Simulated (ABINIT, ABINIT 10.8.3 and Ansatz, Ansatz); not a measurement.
# Excitons of K2H4Pt (I4/mmm): kernels and approximations

Aim: the absorption spectrum of K2H4Pt (I4/mmm) with electron-hole interaction, and what each part of the kernel does.

Method: PBEsol and many-body steps on it, plane waves, in ABINIT 10.8.3 and Ansatz 0.2.0.

## (1) The starting structure

The structure is tetragonal, space group I4/mmm (No. 139). Conventional cell: a = 5.749 Å, b = 5.749 Å, c = 7.722 Å, α = 90.00°, β = 90.00°, γ = 90.00°. Nearest to K lie 8 H at 2.83 Å. Nearest to H lie 1 Pt at 1.65 Å and 2 H at 2.33 Å and 4 K at 2.83 Å. Nearest to Pt lie 4 H at 1.65 Å. Farther neighbours are not listed.

The cell and positions are those that the Materials Project relaxed with its own functionals (PBE, PBE+U or r2SCAN), kept fixed. Spin-orbit coupling is left out unless a step names it.

## (2) Empty states on the mesh, 2×2×2 mesh, 90 bands

This step: ABINIT 10.8.3; DFT, PBEsol, plane waves, norm-conserving pseudopotentials.

The sums over transitions need many empty states on a uniform mesh; this step solves for them.

The input, run.abi:

```
acell 3*1.0 Angstrom
rprim 
  -2.874560180000 2.874560180000 3.861188830000
  2.874560180000 -2.874560180000 3.861188830000
  2.874560180000 2.874560180000 -3.861188830000
ntypat 3
znucl 19 1 78
natom 7
typat 1 1 2 2 2 2 3
xred 
  0.250000000000 0.750000000000 0.500000000000
  0.750000000000 0.250000000000 0.500000000000
  0.202788050000 0.797211950000 0.000000000000
  0.202788050000 0.202788050000 0.405576100000
  0.797211950000 0.202788050000 0.000000000000
  0.797211950000 0.797211950000 0.594423900000
  0.000000000000 0.000000000000 0.000000000000
pp_dirpath "pseudos"
pseudos "K.upf, H.upf, Pt.upf"
ecut 38
ngkpt 2 2 2
nshiftk 1
shiftk 0 0 0
kptopt 1
chksymbreak 0
iscf -2
irdden 1
istwfk *1
nband 90
nbdbuf 8
tolwfr 1e-09
nstep 60
prtvol 0
indata_prefix "in"
outdata_prefix "out"
tmpdata_prefix "tmp"
```

Run with:

```sh
$ OMP_NUM_THREADS=1 mpirun -n 4 abinit run.abi > log
```

Numbers of over 12 decimals in the logs are rounded to 6 here.

Log:

```text
.Version 10.8.3 of ABINIT. v10.8.2 released Aug 2026.

 Symmetries : space group I4/m m m (#139); Bravais tI (body-center tetrag.)
[... echo of the input left out ...]
== DATASET  1 ==================================================================
-   mpi_nproc: 4, omp_nthreads: 1 (-1 if OMP is not activated)

--- !DatasetInfo
iteration_state: {dtset: 1, }
dimensions: {natom: 7, nkpt: 4, mband: 90, nsppol: 1, nspinor: 1, nspden: 1, mpw: 9692, }
cutoff_energies: {ecut:  38.0, pawecutdg:  -1.0, }
[...]
1.10839    1.10839    1.10853    1.13947    1.15535    1.16637    1.16637    1.18849
   1.19915    1.19915    1.21590    1.23353    1.26223    1.28398    1.28398    1.30830
   1.31941    1.36200
 prteigrs : prtvol=0 or 1, do not print more k-points.

== END DATASET(S) ==============================================================
================================================================================

 -outvars: echo values of variables after computation  --------
            nband          90
             nkpt           4
          spgroup         139
 [... the other variables as echoed above ...]

 Calculation completed.
```

The job ended after 41 s (4 MPI ranks of Intel Xeon Platinum 8488C (Sapphire Rapids), shared host; peak memory 0.45 GiB; 2.7 min of CPU time).

This step gave:

| Property | Result |
| --- | --- |
| gap | 2.606 eV |
| k of the valence top | 0.5, 0.5, 0 |
| k of the conduction bottom | 0.5, 0.5, 0.5 |
| least direct gap | 2.625 eV |
| k points computed | 4 |
| lowest point of the top converged band, above the valence top | 31.52 eV |

On this mesh the gap is 2.606 eV.

The density comes from a self-consistent run that is not shown.

## (3) Screening, 2×2×2 mesh, 82 bands, screening to 98 eV

The RPA dielectric matrix is built and inverted for each q.

This step: RPA screening on PBEsol, plane waves, norm-conserving pseudopotentials.

Edit run.abi of step 2 so:

```diff
@@ -25,10 +25,11 @@
 chksymbreak 0
-iscf -2
-irdden 1
 istwfk *1
-nband 90
-nbdbuf 8
-tolwfr 1e-09
-nstep 60
-prtvol 0
+occopt 1
+irdwfk 1
+optdriver 3
+nband 82
+ecuteps 3.6
+inclvkb 2
+awtr 1
+symchi 1
 indata_prefix "in"
```

Log:

```text
.Version 10.8.3 of ABINIT. v10.8.2 released Aug 2026.

 Symmetries : space group I4/m m m (#139); Bravais tI (body-center tetrag.)
[... echo of the input left out ...]
== DATASET  1 ==================================================================
-   mpi_nproc: 4, omp_nthreads: 1 (-1 if OMP is not activated)

--- !DatasetInfo
iteration_state: {dtset: 1, }
dimensions: {natom: 7, nkpt: 4, mband: 82, nsppol: 1, nspinor: 1, nspden: 1, mpw: 9692, }
cutoff_energies: {ecut:  38.0, pawecutdg:  -1.0, }
[...]
--------------------------------------------------------------------------------
[... chi0 elements left out ...]
 For q-point:  0.000010 0.000020 0.000030
  dielectric constant =   2.8105
  dielectric constant without local fields =   3.6397

  Average fulfillment of the sum rule on Im[epsilon] for q-point    1 :     47.63  [%]
[... wings left out ...]
  q-point number  2        q = ( 0.500000, 0.000000, 0.000000) [r.l.u.]
--------------------------------------------------------------------------------
[... chi0 elements left out ...]
  Average fulfillment of the sum rule on Im[epsilon] for q-point    2 :     55.55  [%]

 [... 2 further q-points ...]
```

It took 30 s on 4 MPI ranks; peak memory 1.7 GiB; 2 min of CPU time.

This step gave:

| Quantity | Value |
| --- | --- |
| ε∞ with local fields, on this mesh, along the program's q direction | 2.811 |
| the same without local fields | 3.640 |
| plasma frequency | 20.79 eV |
| plane waves in the screening matrix | 275 |

Local fields lower ε∞ by 23 %. On a Γ-centred mesh this coarse the value itself is usually too large, while a short band sum pulls it down.

## (4) Self-energy, 2×2×2 mesh, 82 bands, screening to 98 eV

The self-energy is evaluated for the states that the input lists, and the levels follow from it, in one-shot runs by the linearised quasiparticle equation.

This step: G0W0 on PBEsol, plane waves, norm-conserving pseudopotentials.

Edit run.abi of step 3 so:

```diff
@@ -28,8 +28,19 @@
 irdwfk 1
-optdriver 3
+optdriver 4
 nband 82
+gwcalctyp 0
+ecutsigx 38
+symsigma 1
+nkptgw 3
+kptgw 
+  0.5000000000 0.5000000000 0.0000000000
+  0.5000000000 0.5000000000 0.5000000000
+  0.0000000000 0.0000000000 0.0000000000
+bdgw 
+  19 22
+  18 22
+  18 22
 ecuteps 3.6
-inclvkb 2
-awtr 1
-symchi 1
+irdscr 1
+ppmodel 1
 indata_prefix "in"
```

Log:

```text
.Version 10.8.3 of ABINIT. v10.8.2 released Aug 2026.

 Symmetries : space group I4/m m m (#139); Bravais tI (body-center tetrag.)
[... echo of the input left out ...]
== DATASET  1 ==================================================================
-   mpi_nproc: 4, omp_nthreads: 1 (-1 if OMP is not activated)

--- !DatasetInfo
iteration_state: {dtset: 1, }
dimensions: {natom: 7, nkpt: 4, mband: 82, nsppol: 1, nspinor: 1, nspden: 1, mpw: 9692, }
cutoff_energies: {ecut:  38.0, pawecutdg:  -1.0, }
[...]
Band     E0 <VxcDFT>   SigX SigC(E0)      Z dSigC/dE  Sig(E)    E-E0       E
[...]
21   5.785  -8.441  -4.168  -2.407   0.855  -0.170  -6.845   1.596   7.381
       22   6.309  -7.737  -3.708  -2.649   0.861  -0.161  -6.549   1.188   7.497

== END DATASET(S) ==============================================================
================================================================================

 -outvars: echo values of variables after computation  --------
           etotal      0.0000000000E+00
            nband          82
             nkpt           4
          spgroup         139
 [... the other variables as echoed above ...]

 Calculation completed.
```

The job ended after 16 s (4 MPI ranks; peak memory 1.6 GiB; 64 s of CPU time).

This step gave:

| Property | Result |
| --- | --- |
| G0W0 gap on the points computed | 4.148 eV |
| starting gap on the mesh | 2.606 eV |
| k of the valence top | 0.5, 0.5, 0 |
| k of the conduction bottom | 0.5, 0.5, 0.5 |
| least direct G0W0 gap on the computed points | 4.169 eV |

The gap on the mesh goes from 2.61 eV to 4.15 eV, a correction of +1.54 eV.

The gap opens by 1.542 eV; the next steps shift the empty bands rigidly by 1.542 eV.

## (5) Excitons

Light makes an electron and a hole together. The Bethe-Salpeter equation adds their screened attraction and their exchange, in a window of bands around the gap.

This step: Bethe-Salpeter equation on PBEsol with a scissors shift, plane waves, norm-conserving pseudopotentials.

Edit run.abi of step 4 so:

```diff
@@ -28,19 +28,17 @@
 irdwfk 1
-optdriver 4
-nband 82
-gwcalctyp 0
-ecutsigx 38
-symsigma 1
-nkptgw 3
-kptgw 
-  0.5000000000 0.5000000000 0.0000000000
-  0.5000000000 0.5000000000 0.5000000000
-  0.0000000000 0.0000000000 0.0000000000
-bdgw 
-  19 22
-  18 22
-  18 22
+optdriver 99
+bs_calctype 1
+mbpt_sciss 1.542 eV
+bs_loband 13
+nband 27
+bs_exchange_term 1
+bs_coulomb_term 11
+bs_coupling 0
+bs_algorithm 1
+bs_freq_mesh 0 10 0.1 eV
+zcut 0.15 eV
 ecuteps 3.6
+ecutwfn 19
+inclvkb 2
 irdscr 1
-ppmodel 1
 indata_prefix "in"
```

Log:

```text
.Version 10.8.3 of ABINIT. v10.8.2 released Aug 2026.

 Symmetries : space group I4/m m m (#139); Bravais tI (body-center tetrag.)
[... echo of the input left out ...]
== DATASET  1 ==================================================================
-   mpi_nproc: 4, omp_nthreads: 1 (-1 if OMP is not activated)

--- !DatasetInfo
iteration_state: {dtset: 1, }
dimensions: {natom: 7, nkpt: 4, mband: 27, nsppol: 1, nspinor: 1, nspden: 1, mpw: 3431, }
cutoff_energies: {ecut:  19.0, pawecutdg:  -1.0, }
electrons: {nelect:   4.00000000E+01, charge:   0.00000000E+00, occopt:   1.00000000E+00, tsmear:   1.00000000E-02, }

 Exciton: Calculation of dielectric properties by solving the Bethe-Salpeter equation
 in frequency domain and reciprocal space on a transitions basis set.
 Based on a program developed by L. Reining, V. Olevano, F. Sottile,
 S. Albrecht, and G. Onida. Incorporated in ABINIT by M. Giantomassi.

.Using double precision arithmetic ; gwpc =  8

[... cell and pseudopotentials left out ...]
--------------------------------------------------------------------------------

 ==== K-mesh for the wavefunctions ====
 Number of points in the irreducible wedge :     4
[... list of points left out ...]
 Together with 16 symmetry operations and time-reversal symmetry
 yields     8 points in the full Brillouin Zone.

 ==== Q-mesh for the screening function ====
 Number of points in the irreducible wedge :     4
[... list of points left out ...]
 Together with 16 symmetry operations and time-reversal symmetry
 yields     8 points in the full Brillouin Zone.

 vcoul_init : cutoff-mode = AUXILIARY_FUNCTION
 q-points for optical limit:   1
     1)      0.000010    0.000020    0.000030
 setmesh: FFT mesh size selected  =    45x   45x   45
          total number of points  =        91125

 ==== Fundamental parameters for the solution of the Bethe-Salpeter equation: ====
 Algorithm: Direct diagonalization.
 Dimension of the v, W matrices,  npweps  = 275
 Cutoff for the wavefunctions,    npwwfn  = 3431
 Number of k-points in the IBZ,   nkibz   = 4
 Highest empty band included,     nband   = 27
 === Spin UP ===
 Number of resonant transitions          448
 Lowest occupied state                   13
 Highest occupied state                  20
 Lowest unoccupied state                 21
 Highest unoccupied state                27
 Minimum frequency [eV]           Emin    =   0.00
 Maximum frequency [eV]           Emax    =  10.00
 Frequency step [eV]              dE      =   0.10
 Lorentzian broadening [eV]       eta     =   0.15
 RPA L0 with KS energies and KS wavefunctions
 Scissors operator energy [eV] =          1.54
 Local fields effects (v term) included
 Excitonic effects (W term) included
 Full W_GG' included
 W is read from an external SCR file
 Resonant-only calculation (Hermitian case)

 Calculating epsilon_Macro(q-->0,w), along the following directions:
 q = (  1.386950  0.000000  0.000000) [r.l.u.]
 q = (  0.000000  1.386950  0.000000) [r.l.u.]
 q = (  0.000000  0.000000  1.222659) [r.l.u.]
 q = ( -0.864551  0.864551  0.864551) [r.l.u.]
 q = (  0.864551 -0.864551  0.864551) [r.l.u.]
 q = (  1.161288  1.161288 -1.161288) [r.l.u.]
 Number of electrons calculated from density =   39.9888; Expected =   40.0000
 average of density, n =  0.046432
 r_s =    1.7260
 omega_plasma =   20.7857 [eV]

. Writing resonant excitonic Hamiltonian on file out_BSR; file size=   0.00 [Gb].
 Direct diagonalization of the resonant excitonic Hamiltonian, Matrix size= 448
. Using LAPACK sequential version.
 Excitonic eigenvalues in eV up to n=   32
   3.01448   3.10975   3.11804   3.56106   3.57258   3.65381   3.82761   4.00670
   4.03360   4.15270   4.29414   4.29764   4.32287   4.34773   4.37829   4.44520
   4.48549   4.53233   4.54950   4.55707   4.57060   4.60078   4.68936   4.69907
   4.71467   4.73449   4.74363   4.75989   4.79672   4.80436   4.84427   4.87606

 First excitonic eigenvalue=    3.01 [eV]
 Last  excitonic eigenvalue=   14.25 [eV]

 GW  direct gap       4.17  0.00 [eV]
 EXC direct gap       3.01  0.00 [eV]
 EXC binding energy   1.15  0.00 [eV]

 Excitonic eigenvalues up to the GW energy gap [eV]
  1 (  3.01  0.00)
  2 (  3.11  0.00)
  3 (  3.12  0.00)
  4 (  3.56  0.00)
  5 (  3.57  0.00)
  6 (  3.65  0.00)
  7 (  3.83  0.00)
  8 (  4.01  0.00)
  9 (  4.03  0.00)
 10 (  4.15  0.00)

 Macroscopic dielectric function:
 omega [eV] <KS_RPA_nlf>  <GW_RPA_nlf>  <BSE>
   0.0000   2.8256   0.0000   2.4030   0.0000   2.6492   0.0000
   0.1000   2.8265   0.0025   2.4033   0.0010   2.6498   0.0019
   0.2000   2.8290   0.0051   2.4043   0.0020   2.6517   0.0038
   0.3000   2.8332   0.0077   2.4059   0.0029   2.6549   0.0058
   0.4000   2.8391   0.0103   2.4082   0.0039   2.6594   0.0078
   0.5000   2.8469   0.0131   2.4111   0.0049   2.6652   0.0098
   0.6000   2.8565   0.0159   2.4148   0.0060   2.6724   0.0119
   0.7000   2.8680   0.0190   2.4191   0.0070   2.6810   0.0142
   0.8000   2.8816   0.0222   2.4241   0.0081   2.6912   0.0165
   0.9000   2.8974   0.0257   2.4299   0.0092   2.7029   0.0190

 Writing KS-RPA macroscopic dielectric function without local fields to file: out_RPA_NLF_MDF
 Writing GW-RPA macroscopic dielectric function without local fields to file: out_GW_NLF_MDF
 Writing EXC Macroscopic dielectric function to file: out_EXC_MDF

== END DATASET(S) ==============================================================
================================================================================

 -outvars: echo values of variables after computation  --------
           etotal      0.0000000000E+00
            nband          27
             nkpt           4
          spgroup         139
 [... the other variables as echoed above ...]

 Calculation completed.
```

Elapsed: 46 s, on 4 MPI ranks; peak memory 0.74 GiB.

This step gave:

| Item | Value |
| --- | --- |
| direct gap of the transition levels | 4.167 eV |
| transitions in the window | 448 |
| first strong exciton (over a fiftieth of the strongest listed) | 3.014 eV |
| lowest state | 3.014 eV |
| binding of the lowest state below the direct gap | 1.153 eV |
| Coulomb term of one mesh cell | 1.445 eV |

The binding is 0.80 times the screened Coulomb term of one mesh cell (1.45 eV), so it is not shown settled.

The lowest state lies at 3.014 eV, 1.153 eV under the direct gap.

Lines within 3 meV are set at the lowest of them, and the highest group, which the list may cut short, is left out. Lines of the exciton spectrum (strongest = 100):

```tsv
position (eV)	oscillator strength, relative
3.014	100
3.110	41
3.118	35
3.561	0.3
3.573	0.2
3.654	0.0
3.828	0.1
4.007	0.0
4.034	0.1
4.153	0.0
4.294	27
4.298	1.9
4.323	0.5
4.348	10
4.378	5.3
```

The ε₂ has structure finer than the step of the table below, so its rows give means over 0.5 eV, whole bins alone (the curve runs from 0 to 10 eV). Peaks (eV: height): BSE 3.10: 2.28, 4.50: 2.54, 5.40: 3.38, 6.10: 3.43, 6.90: 3.46, 9.00: 2.27; no electron-hole interaction 4.20: 1.58, 5.70: 4.23, 6.50: 3.90, 7.10: 3.71, 8.30: 4.88, 9.70: 1.93; Kohn-Sham, no shift 2.60: 1.53, 4.10: 4.17, 5.00: 3.92, 5.60: 3.93, 6.80: 4.99, 8.20: 1.92.

Mean over the three Cartesian directions of q; broadening 0.15 eV; transition window only. Limits: finite bands, cutoff and mesh; no spin polarisation; d states lean on the start; no spin-orbit coupling; coarse k mesh; exciton not shown settled in the k mesh. Table of ε₂ by photon energy; means over each step:

```tsv
photon energy (eV)	BSE	no electron-hole interaction	Kohn-Sham, no shift
0.5	0.0100	0.00500	0.0135
1.0	0.0223	0.0105	0.0309
1.5	0.0412	0.0172	0.0613
2.0	0.0822	0.0262	0.156
2.5	0.269	0.0400	0.946
3.0	1.57	0.0664	0.884
3.5	0.530	0.148	0.508
4.0	0.585	0.858	2.68
4.5	1.95	0.968	2.73
5.0	2.34	0.482	3.13
5.5	2.62	2.44	2.70
6.0	2.95	2.78	2.59
6.5	2.49	3.25	3.14
7.0	3.14	2.62	3.31
7.5	2.58	2.61	1.78
8.0	1.65	3.00	1.45
8.5	1.69	3.53	1.54
9.0	2.06	1.82	0.728
9.5	1.14	1.41	0.547
```

## (6) Triplet (no exchange term)

Edit run.abi of step 5 so:

```diff
@@ -31,5 +31,5 @@
 mbpt_sciss 1.542 eV
-bs_loband 13
-nband 27
-bs_exchange_term 1
+bs_loband 15
+nband 23
+bs_exchange_term 0
 bs_coulomb_term 11
@@ -37,3 +37,3 @@
 bs_algorithm 1
-bs_freq_mesh 0 10 0.1 eV
+bs_freq_mesh 0 8 0.05 eV
 zcut 0.15 eV
```

Log:

```text
.Version 10.8.3 of ABINIT. v10.8.2 released Aug 2026.

 Symmetries : space group I4/m m m (#139); Bravais tI (body-center tetrag.)
[... echo of the input left out ...]
== DATASET  1 ==================================================================
-   mpi_nproc: 4, omp_nthreads: 1 (-1 if OMP is not activated)

--- !DatasetInfo
iteration_state: {dtset: 1, }
dimensions: {natom: 7, nkpt: 4, mband: 23, nsppol: 1, nspinor: 1, nspden: 1, mpw: 3431, }
cutoff_energies: {ecut:  19.0, pawecutdg:  -1.0, }
electrons: {nelect:   4.00000000E+01, charge:   0.00000000E+00, occopt:   1.00000000E+00, tsmear:   1.00000000E-02, }

 Exciton: Calculation of dielectric properties by solving the Bethe-Salpeter equation
 in frequency domain and reciprocal space on a transitions basis set.
 Based on a program developed by L. Reining, V. Olevano, F. Sottile,
 S. Albrecht, and G. Onida. Incorporated in ABINIT by M. Giantomassi.

.Using double precision arithmetic ; gwpc =  8

[... cell and pseudopotentials left out ...]
--------------------------------------------------------------------------------

 ==== K-mesh for the wavefunctions ====
 Number of points in the irreducible wedge :     4
[... list of points left out ...]
 Together with 16 symmetry operations and time-reversal symmetry
 yields     8 points in the full Brillouin Zone.

 ==== Q-mesh for the screening function ====
 Number of points in the irreducible wedge :     4
[... list of points left out ...]
 Together with 16 symmetry operations and time-reversal symmetry
 yields     8 points in the full Brillouin Zone.

 vcoul_init : cutoff-mode = AUXILIARY_FUNCTION
 q-points for optical limit:   1
     1)      0.000010    0.000020    0.000030
 setmesh: FFT mesh size selected  =    45x   45x   45
[...]
average of density, n =  0.046432
 r_s =    1.7260
 omega_plasma =   20.7857 [eV]

. Writing resonant excitonic Hamiltonian on file out_BSR; file size=   0.00 [Gb].
 Direct diagonalization of the resonant excitonic Hamiltonian, Matrix size= 144
. Using LAPACK sequential version.
 Excitonic eigenvalues in eV up to n=   32
   2.55080   2.93919   2.95842   3.44493   3.46950   3.61462   3.79168   3.83172
   3.98041   3.98591   4.09097   4.16849   4.19384   4.31769   4.34222   4.36263
   4.41666   4.42045   4.47078   4.47548   4.53148   4.59678   4.67695   4.69044
   4.70056   4.71457   4.72147   4.73550   4.74001   4.77029   4.78077   4.83864

 First excitonic eigenvalue=    2.55 [eV]
 Last  excitonic eigenvalue=    8.18 [eV]

 GW  direct gap       4.17  0.00 [eV]
 EXC direct gap       2.55  0.00 [eV]
 EXC binding energy   1.62  0.00 [eV]

 Excitonic eigenvalues up to the GW energy gap [eV]
  1 (  2.55  0.00)
  2 (  2.94  0.00)
  3 (  2.96  0.00)
[...]
10 (  3.99  0.00)
 11 (  4.09  0.00)

 Macroscopic dielectric function:
 omega [eV] <KS_RPA_nlf>  <GW_RPA_nlf>  <BSE>
   0.0000   2.5082   0.0000   2.1351   0.0000   2.7239   0.0000
   0.0500   2.5084   0.0012   2.1352   0.0004   2.7242   0.0019
   0.1000   2.5090   0.0024   2.1354   0.0009   2.7251   0.0038
[...]
0.4000   2.5209   0.0097   2.1399   0.0036   2.7441   0.0156
   0.4500   2.5244   0.0110   2.1411   0.0041   2.7496   0.0177

 Writing KS-RPA macroscopic dielectric function without local fields to file: out_RPA_NLF_MDF
 Writing GW-RPA macroscopic dielectric function without local fields to file: out_GW_NLF_MDF
 Writing EXC Macroscopic dielectric function to file: out_EXC_MDF

== END DATASET(S) ==============================================================
================================================================================

 -outvars: echo values of variables after computation  --------
           etotal      0.0000000000E+00
            nband          23
             nkpt           4
          spgroup         139
 [... the other variables as echoed above ...]

 Calculation completed.
```

Elapsed: 10 s, on 4 MPI ranks; peak memory 0.61 GiB; 40 s of CPU time.

The lowest triplet lies at 2.551 eV; without spin-orbit coupling triplets are dark, so no spectrum is read.

[end of part 1 of 3]

[Paths, hosts, dates, memory and timing lines, banners, echoed tables and standing remarks are left out of the program output.]

[Logs are printed without paths, hosts, clocks, repeated set-up lines and the standing remarks that a program may print on its own settings, such as how far it seeks lower states.]

[Runs of the session that timed out or met a known fault of the program may be left out.]

[Hosts, paths, dates, database ids (printed as entryN), source tags and the programs' standing remarks are cut or masked in the printed files.]

[G0W0 gaps are taken among the corrected bands and points alone; a level outside them can change the order at an edge.]

[Where Ansatz stands beside ABINIT at settings called matched, ABINIT's density can come from a denser mesh and the files from another edition; pairs whose starting gaps differed by over 0.03 eV were left out, so agreement reads better than it is.]
